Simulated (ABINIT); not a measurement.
# Cs3SBr (Pm-3m): modes at Γ and the response to a field

Which modes does Cs3SBr (Pm-3m) have at the zone centre?

Calculated with ABINIT 10.8.3; DFT LDA, scalar-relativistic, plane waves, PseudoDojo norm-conserving pseudopotentials.

The structure was built from a prototype and need not be the compound's stable phase.

**1. Set-up**

The structure is cubic, space group Pm-3m (No. 221). Conventional cell: a = 6.669 Å, b = 6.669 Å, c = 6.669 Å, α = 90.00°, β = 90.00°, γ = 90.00°. Nearest to Br lie 12 Cs at 4.72 Å. S has 6 Cs at 3.33 Å nearest. Cs has 2 S at 3.33 Å and 8 Cs at 4.72 Å and 4 Br at 4.72 Å nearest. Farther neighbours and most contacts between anions are not listed.

Structure file:

```cif
data_structure
_symmetry_space_group_name_H-M 'Pm-3m'
_symmetry_Int_Tables_number 221
_cell_length_a 6.6690
_cell_length_b 6.6690
_cell_length_c 6.6690
_cell_angle_alpha 90.000
_cell_angle_beta 90.000
_cell_angle_gamma 90.000
_cell_volume 296.61
loop_
_atom_site_label
_atom_site_type_symbol
_atom_site_symmetry_multiplicity
_atom_site_Wyckoff_symbol
_atom_site_fract_x
_atom_site_fract_y
_atom_site_fract_z
_atom_site_occupancy
Br1 Br 1 a 0.00000 0.00000 0.00000 1
S1 S 1 b 0.50000 0.50000 0.50000 1
Cs1 Cs 3 c 0.50000 0.50000 0.00000 1
```

**2. A first look**

A first run with smearing and empty bands tells whether the crystal has a gap, which decides between fixed occupations and smearing later on.

probe.abi reads:

```
# ground state
tolvrs 1.0d-08
prtden 1
prtwf 1

# basis, mesh and filling
ecut 21.0
ngkpt 4 4 4
nshiftk 1
shiftk 0.0 0.0 0.0
istwfk *1
occopt 7
tsmear 0.005
nband 29
nstep 100
diemac 9.0
prtebands 0
prtgsr 0
useylm 1

# cell and atoms
acell 3*1.0 Angstrom
rprim 
    6.669 0.0 0.0
    0.0 6.669 0.0
    0.0 0.0 6.669
ntypat 3
znucl 35 16 55
natom 5
typat 1 2 3 3 3
xred 
    0.0 0.0 0.0
    0.5 0.5 0.5
    0.5 0.5 0.0
    0.5 0.0 0.5
    0.0 0.5 0.5
pp_dirpath "./pseudo"
pseudos "Br.upf, S.upf, Cs.upf"
```

Launch:

```
> OMP_NUM_THREADS=1 mpirun -n 4 abinit probe.abi > probe.log
```

Numbers of over 12 decimals in the logs are rounded to 6 here.

probe.abo, the main output file:

```text
[banners, grids, parts of the stress and lines that vanish by symmetry left out]
- input  file    -> probe.abi
- output file    -> probe.abo
- root for input  files -> probei
[...]
Symmetries : space group Pm -3 m (#221); Bravais cP (primitive cubic)
[...]
mpw =        9328          nfft =      157464          nkpt =          10
[...]
== DATASET  1 ==================================================================
[...]
cutoff_energies: {ecut:  21.0, pawecutdg:  -1.0, }
[...]
ETOT  1  -97.187341736905    -9.719E+01 1.680E-02 8.685E+02
 ETOT  2  -97.333159600854    -1.458E-01 5.540E-03 7.474E+01
 ETOT  3  -97.357971982690    -2.481E-02 1.076E-03 3.563E+01
 ETOT  4  -97.362413843242    -4.442E-03 2.743E-03 6.652E-01
 ETOT  5  -97.362499532124    -8.569E-05 2.448E-04 5.215E-01
[...]
ETOT 11  -97.362530670391    -1.064E-10 1.538E-05 1.248E-08
 ETOT 12  -97.362530670397    -5.755E-12 7.821E-06 1.042E-10
 At SCF step   12       vres2   =  1.04E-10 < tolvrs=  1.00E-08 =>converged.
[...]
sigma(1 1)=  3.86983206E-05  sigma(3 2)=  0.00000000E+00
  sigma(2 2)=  3.86983206E-05  sigma(3 1)=  0.00000000E+00
  sigma(3 3)=  3.86983206E-05  sigma(2 1)=  0.00000000E+00
[...]
convergence: {deltae: -5.755E-12, res2:  1.042E-10, residm:  7.821E-06, diffor: null, }
etotal    :  -9.73625307E+01
[...]
sigma(1 1)=  3.86983206E-05  sigma(3 2)=  0.00000000E+00
  sigma(2 2)=  3.86983206E-05  sigma(3 1)=  0.00000000E+00
  sigma(3 3)=  3.86983206E-05  sigma(2 1)=  0.00000000E+00
[...]
- sigma(1 1)=  1.13854390E+00  sigma(3 2)=  0.00000000E+00
- sigma(2 2)=  1.13854390E+00  sigma(3 1)=  0.00000000E+00
- sigma(3 3)=  1.13854390E+00  sigma(2 1)=  0.00000000E+00
[...]
fcart     -0.0000000000E+00 -0.0000000000E+00 -0.0000000000E+00
           strten      3.8698320618E-05  3.8698320618E-05  3.8698320618E-05
================================================================================

[key lines of the parts left out:]
pressure_GPa:  -1.1385E+00
```

It took 66 s on 4 MPI ranks of Arm Neoverse V2, shared host; 3.1 min of CPU time.

Numbers from this step:

```
volume per atom   : 59.32 Å³
pressure          : -1.139 GPa
gap on the k-mesh : 0.8463 eV
```

A gap of 0.85 eV opens on this mesh, so the crystal is taken as an insulator; the printed pressure holds the stress of the finite basis too.

**3. Rough relaxation**

The typed start is rough, so a first relaxation with smearing and loose thresholds takes it towards rest cheaply.

prerelax.abi reads:

```
# relaxation
ionmov 2
optcell 2
dilatmx 1.15
chkdilatmx 0
ntime 40
tolmxf 3.0d-04
tolvrs 1.0d-10
prtwf 0
prtden 0
chksymtnons 0

# basis, mesh and filling
ecut 22.0
ecutsm 3.0
ngkpt 4 4 4
nshiftk 1
shiftk 0.0 0.0 0.0
istwfk *1
occopt 7
tsmear 0.005
nband 29
nstep 100
diemac 9.0
prtebands 0
prtgsr 0
useylm 1

# cell and atoms
acell 3*1.0 Angstrom
rprim 
    6.669 0.0 0.0
    0.0 6.669 0.0
    0.0 0.0 6.669
ntypat 3
znucl 35 16 55
natom 5
typat 1 2 3 3 3
xred 
    0.0 0.0 0.0
    0.5 0.5 0.5
    0.5 0.5 0.0
    0.5 0.0 0.5
    0.0 0.5 0.5
pp_dirpath "./pseudo"
pseudos "Br.upf, S.upf, Cs.upf"
```

Launch:

```
> OMP_NUM_THREADS=1 mpirun -n 4 abinit prerelax.abi > prerelax.log
```

prerelax.abo, the main output file:

```text
[banners, grids, parts of the stress and lines that vanish by symmetry left out]
- input  file    -> prerelax.abi
- output file    -> prerelax.abo
- root for input  files -> prerelaxi
[...]
Symmetries : space group Pm -3 m (#221); Bravais cP (primitive cubic)
[...]
mpw =       15155          nfft =      262144          nkpt =          10
[...]
== DATASET  1 ==================================================================
[...]
cutoff_energies: {ecut:  22.0, pawecutdg:  -1.0, }
[...]
ETOT  1  -97.187190721735    -9.719E+01 1.338E-02 1.461E+03
 ETOT  2  -97.331883732000    -1.447E-01 4.986E-03 1.295E+02
 ETOT  3  -97.357902822311    -2.602E-02 7.906E-04 5.945E+01
 ETOT  4  -97.362363427946    -4.461E-03 1.099E-03 1.094E+00
 ETOT  5  -97.362440841725    -7.741E-05 3.792E-04 8.493E-01
[...]
At SCF step   13       vres2   =  9.43E-11 < tolvrs=  1.00E-10 =>converged.
[...]
ETOT 12  -97.367504616813     2.814E-12 1.141E-08 1.951E-11
 At SCF step   12       vres2   =  1.95E-11 < tolvrs=  1.00E-10 =>converged.
[...]
sigma(1 1)=  2.11846300E-06  sigma(3 2)=  0.00000000E+00
  sigma(2 2)=  2.11846300E-06  sigma(3 1)=  0.00000000E+00
  sigma(3 3)=  2.11846300E-06  sigma(2 1)=  0.00000000E+00
[...]
convergence: {deltae:  2.814E-12, res2:  1.951E-11, residm:  1.141E-08, diffor: null, }
etotal    :  -9.73675046E+01
[...]
At Broyd/MD step   4, gradients are converged :
[...]
sigma(1 1)=  2.11846300E-06  sigma(3 2)=  0.00000000E+00
  sigma(2 2)=  2.11846300E-06  sigma(3 1)=  0.00000000E+00
  sigma(3 3)=  2.11846300E-06  sigma(2 1)=  0.00000000E+00
[...]
- sigma(1 1)=  6.23273334E-02  sigma(3 2)=  0.00000000E+00
- sigma(2 2)=  6.23273334E-02  sigma(3 1)=  0.00000000E+00
- sigma(3 3)=  6.23273334E-02  sigma(2 1)=  0.00000000E+00
[...]
fcart     -0.0000000000E+00 -0.0000000000E+00 -0.0000000000E+00
           strten      2.1184630039E-06  2.1184630039E-06  2.1184630039E-06
================================================================================

[key lines of the parts left out:]
pressure_GPa:  -6.2327E-02
Total energy (etotal) [Ha]= -9.73675046168132E+01
```

The job ended after 5.9 min (4 MPI ranks; 17 min of CPU time).

Step by step:

```csv
step,energy less that of the first step (eV),largest force (eV/Å),volume (Å³)
1,0.0000,0.0000,296.61
2,-0.0069,0.0000,295.60
3,-0.1296,0.0000,254.31
4,-0.1370,0.0000,262.90
```

```csv
"conventional cell, symmetrised",before,after,change
a (Å),6.669,6.406,-3.9 %
b (Å),6.669,6.406,-3.9 %
c (Å),6.669,6.406,-3.9 %
volume (Å³/atom),59.32,52.58,-11.4 %
```

Numbers from this step:

```yaml
volume_per_atom: 52.58 Å³
pressure: -0.06233 GPa
gap_on_the_k_mesh: 0.7116 eV
```

The volume changes by -11.4 % in this run and stands -11.4 % from the first cell.

**4. Relaxing the cell and atoms**

The harmonic expansion needs vanishing forces, and a free crystal bears no stress, so cell and atoms are brought to rest. Stress is more sensitive to the basis than forces are: the last 3 Ha under the cutoff are smoothed with ecutsm, and the cutoff is raised above that of the later runs.

relax.abi reads:

```
# relaxation
ionmov 2
optcell 2
dilatmx 1.08
ntime 40
tolmxf 1.0d-05
tolvrs 1.0d-14
prtwf 0
prtden 0
chksymtnons 0

# basis, mesh and filling
ecut 27.0
ecutsm 3.0
ngkpt 4 4 4
nshiftk 1
shiftk 0.0 0.0 0.0
istwfk *1
occopt 1
nband 20
nstep 100
diemac 9.0
prtebands 0
prtgsr 0
useylm 1

# cell and atoms
acell 3*1.0 Angstrom
rprim 
    6.406124281 0.0 0.0
    0.0 6.406124281 0.0
    0.0 0.0 6.406124281
ntypat 3
znucl 35 16 55
natom 5
typat 1 2 3 3 3
xred 
    0.0 0.0 0.0
    0.5 0.5 0.5
    0.5 0.5 0.0
    0.5 0.0 0.5
    0.0 0.5 0.5
pp_dirpath "./pseudo"
pseudos "Br.upf, S.upf, Cs.upf"
```

Launch:

```
> OMP_NUM_THREADS=1 mpirun -n 4 abinit relax.abi > relax.log
```

relax.abo, the main output file:

```text
[banners, grids, parts of the stress and lines that vanish by symmetry left out]
- input  file    -> relax.abi
- output file    -> relax.abo
- root for input  files -> relaxi
[...]
Symmetries : space group Pm -3 m (#221); Bravais cP (primitive cubic)
[...]
mpw =       15036          nfft =      262144          nkpt =          10
[...]
== DATASET  1 ==================================================================
[...]
cutoff_energies: {ecut:  27.0, pawecutdg:  -1.0, }
[...]
ETOT  1  -97.194042431200    -9.719E+01 5.413E-02 1.426E+03
 ETOT  2  -97.353256044801    -1.592E-01 5.926E-04 6.310E+01
 ETOT  3  -97.364186096390    -1.093E-02 4.413E-04 5.313E+01
 ETOT  4  -97.367716052556    -3.530E-03 9.879E-05 1.491E+00
 ETOT  5  -97.367811856618    -9.580E-05 4.290E-06 5.725E-01
[...]
At SCF step   20       vres2   =  2.10E-16 < tolvrs=  1.00E-14 =>converged.
[...]
sigma(1 1)=  2.25089778E-06  sigma(3 2)=  0.00000000E+00
  sigma(2 2)=  2.25089778E-06  sigma(3 1)=  0.00000000E+00
  sigma(3 3)=  2.25089778E-06  sigma(2 1)=  0.00000000E+00
[...]
convergence: {deltae: -1.862E-12, res2:  2.103E-16, residm:  5.347E-17, diffor: null, }
etotal    :  -9.73678416E+01
[...]
ETOT  1  -97.367842019867    -9.737E+01 9.875E-11 5.769E-03
[...]
At SCF step   11       vres2   =  4.80E-15 < tolvrs=  1.00E-14 =>converged.
[...]
sigma(1 1)=  2.17178602E-06  sigma(3 2)=  0.00000000E+00
  sigma(2 2)=  2.17178602E-06  sigma(3 1)=  0.00000000E+00
  sigma(3 3)=  2.17178602E-06  sigma(2 1)=  0.00000000E+00
[...]
convergence: {deltae: -1.990E-12, res2:  4.804E-15, residm:  1.164E-17, diffor: null, }
etotal    :  -9.73678424E+01
[...]
ETOT  1  -97.367549852525    -9.737E+01 1.470E-02 4.214E+00
[...]
ETOT 15  -97.367853039434    -1.350E-12 1.336E-18 4.443E-14
 ETOT 16  -97.367853039446    -1.205E-11 4.702E-20 2.051E-15
 At SCF step   16       vres2   =  2.05E-15 < tolvrs=  1.00E-14 =>converged.
[...]
sigma(1 1)= -1.82930099E-08  sigma(3 2)=  0.00000000E+00
  sigma(2 2)= -1.82930099E-08  sigma(3 1)=  0.00000000E+00
  sigma(3 3)= -1.82930099E-08  sigma(2 1)=  0.00000000E+00
[...]
convergence: {deltae: -1.205E-11, res2:  2.051E-15, residm:  4.702E-20, diffor: null, }
etotal    :  -9.73678530E+01
[...]
At Broyd/MD step   3, gradients are converged :
[...]
sigma(1 1)= -1.82930099E-08  sigma(3 2)=  0.00000000E+00
  sigma(2 2)= -1.82930099E-08  sigma(3 1)=  0.00000000E+00
  sigma(3 3)= -1.82930099E-08  sigma(2 1)=  0.00000000E+00
[...]
- sigma(1 1)= -5.38198933E-04  sigma(3 2)=  0.00000000E+00
- sigma(2 2)= -5.38198933E-04  sigma(3 1)=  0.00000000E+00
- sigma(3 3)= -5.38198933E-04  sigma(2 1)=  0.00000000E+00
[...]
fcart     -0.0000000000E+00 -0.0000000000E+00 -0.0000000000E+00
           strten     -1.8293009904E-08 -1.8293009905E-08 -1.8293009902E-08
================================================================================

[key lines of the parts left out:]
pressure_GPa:   5.3820E-04
Total energy (etotal) [Ha]= -9.73678530394461E+01
```

Elapsed: 3.1 min, on 4 MPI ranks; 10 min of CPU time.

The steps of the relaxation:

```csv
step,energy less that of the first step (eV),largest force (eV/Å),volume (Å³)
1,0.0000,0.0000,262.90
2,0.0000,0.0000,262.84
3,-0.0003,0.0000,261.39
```

```csv
"conventional cell, symmetrised",before,after,change
a (Å),6.406,6.394,-0.2 %
b (Å),6.406,6.394,-0.2 %
c (Å),6.406,6.394,-0.2 %
volume (Å³/atom),52.58,52.28,-0.6 %
```

Final coordinates:

```cif
data_structure
_symmetry_space_group_name_H-M 'P 1'
_symmetry_Int_Tables_number 1
_cell_length_a 6.3939
_cell_length_b 6.3939
_cell_length_c 6.3939
_cell_angle_alpha 90.000
_cell_angle_beta 90.000
_cell_angle_gamma 90.000
_cell_volume 261.39
loop_
_atom_site_label
_atom_site_type_symbol
_atom_site_fract_x
_atom_site_fract_y
_atom_site_fract_z
_atom_site_occupancy
Br1 Br 0.00000 0.00000 0.00000 1
S2 S 0.50000 0.50000 0.50000 1
Cs3 Cs 0.50000 0.50000 0.00000 1
Cs4 Cs 0.50000 0.00000 0.50000 1
Cs5 Cs 0.00000 0.50000 0.50000 1
```

Read from the output:

| Item | Value |
| --- | --- |
| volume per atom | 52.28 Å³ |
| pressure | 5.38e-4 GPa |

The volume changes by -0.6 % in this run and stands -11.9 % from the first cell.

**5. Self-consistent run for the response**

First-order wavefunctions inherit every error of the ground state, hence the very tight tolvrs. The mesh is shifted off Γ, since shifted meshes converge sums over the zone faster.

gs.abi reads:

```
# ground state
tolvrs 1.0d-16
prtden 1
prtwf 1

# basis, mesh and filling
ecut 21.0
ngkpt 4 4 4
nshiftk 1
shiftk 0.5 0.5 0.5
istwfk *1
occopt 1
nband 20
nstep 100
diemac 9.0
prtebands 0
prtgsr 0
useylm 1

# cell and atoms
acell 3*1.0 Angstrom
rprim 
    6.393884361 0.0 0.0
    0.0 6.393884361 0.0
    0.0 0.0 6.393884361
ntypat 3
znucl 35 16 55
natom 5
typat 1 2 3 3 3
xred 
    0.0 0.0 0.0
    0.5 0.5 0.5
    0.5 0.5 0.0
    0.5 0.0 0.5
    0.0 0.5 0.5
pp_dirpath "./pseudo"
pseudos "Br.upf, S.upf, Cs.upf"
```

Launch:

```
> OMP_NUM_THREADS=1 mpirun -n 4 abinit gs.abi > gs.log
```

gs.abo, the main output file:

```text
[banners, grids, parts of the stress and lines that vanish by symmetry left out]
- input  file    -> gs.abi
- output file    -> gs.abo
- root for input  files -> gsi
[...]
Symmetries : space group Pm -3 m (#221); Bravais cP (primitive cubic)
[...]
mpw =        8142          nfft =      125000          nkpt =           4
[...]
== DATASET  1 ==================================================================
[...]
cutoff_energies: {ecut:  21.0, pawecutdg:  -1.0, }
[...]
ETOT  1  -97.198392526095    -9.720E+01 4.268E-02 6.680E+02
 ETOT  2  -97.353769901553    -1.554E-01 3.547E-04 3.018E+01
 ETOT  3  -97.364162229524    -1.039E-02 4.232E-04 2.588E+01
 ETOT  4  -97.367643917310    -3.482E-03 9.388E-05 7.104E-01
 ETOT  5  -97.367752669929    -1.088E-04 4.530E-06 2.943E-01
[...]
ETOT 19  -97.367782780983     4.107E-12 2.493E-20 2.552E-16
 ETOT 20  -97.367782780991    -8.427E-12 6.683E-21 2.686E-19
 At SCF step   20       vres2   =  2.69E-19 < tolvrs=  1.00E-16 =>converged.
[...]
sigma(1 1)=  1.29733620E-06  sigma(3 2)=  0.00000000E+00
  sigma(2 2)=  1.29733620E-06  sigma(3 1)=  0.00000000E+00
  sigma(3 3)=  1.29733620E-06  sigma(2 1)=  0.00000000E+00
[...]
convergence: {deltae: -8.427E-12, res2:  2.686E-19, residm:  6.683E-21, diffor: null, }
etotal    :  -9.73677828E+01
[...]
sigma(1 1)=  1.29733620E-06  sigma(3 2)=  0.00000000E+00
  sigma(2 2)=  1.29733620E-06  sigma(3 1)=  0.00000000E+00
  sigma(3 3)=  1.29733620E-06  sigma(2 1)=  0.00000000E+00
[...]
- sigma(1 1)=  3.81689488E-02  sigma(3 2)=  0.00000000E+00
- sigma(2 2)=  3.81689488E-02  sigma(3 1)=  0.00000000E+00
- sigma(3 3)=  3.81689488E-02  sigma(2 1)=  0.00000000E+00
[...]
fcart     -0.0000000000E+00 -0.0000000000E+00 -0.0000000000E+00
           strten      1.2973361996E-06  1.2973361996E-06  1.2973361996E-06
================================================================================

[key lines of the parts left out:]
pressure_GPa:  -3.8169E-02
```

Run time: 19 s. Hardware: 4 MPI ranks; 61 s of CPU time.

Numbers from this step:

* pressure: -0.03817 GPa

The cell stands at -0.038 GPa, close enough for phonons.

**6. The gap at rest**

Empty bands on the ground state's density check that the gap assumed so far is there in this cell.

gap.abi reads:

```
# empty bands on the ground state's density
iscf -2
getden_filepath "gso_DEN"
tolwfr 1.0d-12
nbdbuf 2
prtwf 0

# basis, mesh and filling
ecut 21.0
ngkpt 4 4 4
nshiftk 1
shiftk 0.0 0.0 0.0
istwfk *1
occopt 1
nband 24
nstep 100
diemac 9.0
prtebands 0
prtgsr 0
useylm 1

# cell and atoms
acell 3*1.0 Angstrom
rprim 
    6.393884361 0.0 0.0
    0.0 6.393884361 0.0
    0.0 0.0 6.393884361
ntypat 3
znucl 35 16 55
natom 5
typat 1 2 3 3 3
xred 
    0.0 0.0 0.0
    0.5 0.5 0.5
    0.5 0.5 0.0
    0.5 0.0 0.5
    0.0 0.5 0.5
pp_dirpath "./pseudo"
pseudos "Br.upf, S.upf, Cs.upf"
```

Launch:

```
> OMP_NUM_THREADS=1 mpirun -n 4 abinit gap.abi > gap.log
```

gap.abo, the main output file:

```text
[banners, grids, parts of the stress and lines that vanish by symmetry left out]
- input  file    -> gap.abi
- output file    -> gap.abo
- root for input  files -> gapi
[...]
Symmetries : space group Pm -3 m (#221); Bravais cP (primitive cubic)
[...]
mpw =        8217          nfft =      125000          nkpt =          10
[...]
== DATASET  1 ==================================================================
[...]
cutoff_energies: {ecut:  21.0, pawecutdg:  -1.0, }
[...]
-outvars: echo values of variables after computation
            acell      1.8897261259E+00  1.8897261259E+00  1.8897261259E+00 Bohr
================================================================================
```

Run time: 26 s. Hardware: 4 MPI ranks; 89 s of CPU time.

Numbers from this step:

* gap on the k-mesh: 0.7129 eV

In this cell the gap on the mesh is 0.71 eV, direct, so fixed occupations hold.

(Continued in part 2 of 2.)

[Host names and launcher messages were left out of these logs when they were recorded.]

[Logs are printed without paths, hosts, clocks, repeated set-up lines and the standing remarks that a program may print on its own settings, such as how far it seeks lower states.]

[Hosts, paths, dates, database ids (printed as entryN), source tags and the programs' standing remarks are cut or masked in the printed files.]
